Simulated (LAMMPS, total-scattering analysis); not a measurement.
## liquid diethyl ether: neutron weights and totals by hand

A simulated model of liquid diethyl ether at 340 K, fixed volume, from classical molecular dynamics (LAMMPS): MMFF94-type bonds, angles, torsions and radii, charges as in the data file (Halgren, J. Comput. Chem. 17, 490 (1996)) in harmonic and 12-6 forms. The average runs over 8.0 ps of 720 atoms. It is a liquid; how it was made: 48 diethyl ether placed at random, at 0.71 g/cm^3. Atom fractions C 0.2667, O 0.0667, H 0.6667; masses C 12.011, O 15.999, H 1.008 u; density 0.7100 g/cm³; coherent lengths C 6.6472, O 5.8037, H 6.6681 fm (H as D). Faber–Ziman partials at a few Q:

| Q (Å⁻¹) | S H–H | S C–H | S C–C | S C–O | S O–H | S O–O |
| --- | --- | --- | --- | --- | --- | --- |
| 1.50 | 0.958 | 3.662 | 4.529 | 5.606 | 0.453 | 3.446 |
| 3.10 | 1.276 | 0.885 | 0.522 | 0.111 | 1.625 | 1.544 |

The pair function g(HH), r in Å, every 0.06 Å up to its first minimum: 1.47 0.01, 1.53 0.01, 1.59 0.19, 1.65 0.91, 1.71 2.82, 1.77 4.19, 1.83 2.71, 1.89 0.85, 1.95 0.13, 2.01 0.10.

**Tasks.** (a) The number density. (b) The neutron weights. (c) The neutron S(Q) at the listed Q. (d) The number of H around H.

(a) The mean mass is 0.2667×12.011 + 0.0667×15.999 + 0.6667×1.008 = 4.943 u, so ρ₀ = 0.7100/(4.943 × 1.66054) = 0.08651 Å⁻³.

(b) ⟨b⟩ = 0.2667×6.6472 + 0.0667×5.8037 + 0.6667×6.6681 = 6.606 fm. The weight of a pair is ci cj bi bj (2 − δij)/⟨b⟩²: H–H 0.453, C–H 0.361, C–C 0.072, C–O 0.031, O–H 0.079, O–O 0.003; they sum to 1.000.

(c) S = 1 + Σ w (Sij − 1). At 1.50 Å⁻¹: 1 − 0.019 + 0.962 + 0.254 + 0.145 − 0.043 + 0.008 = 2.307; C–H pushes up most; O–H pulls down most. At 3.10 Å⁻¹: 1 + 0.125 − 0.042 − 0.034 − 0.028 + 0.049 + 0.002 = 1.072; H–H pushes up most; C–H pulls down most.

(d) n = 4πρ₀ c(H) Σ r² g Δr. The sum Σ r² g over the listed points is 37.4 Å², so n = 4π × 0.08651 × 0.6667 × 37.4 × 0.06 = 1.62; counting pairs in the frames up to 2.04 Å gives 1.62.
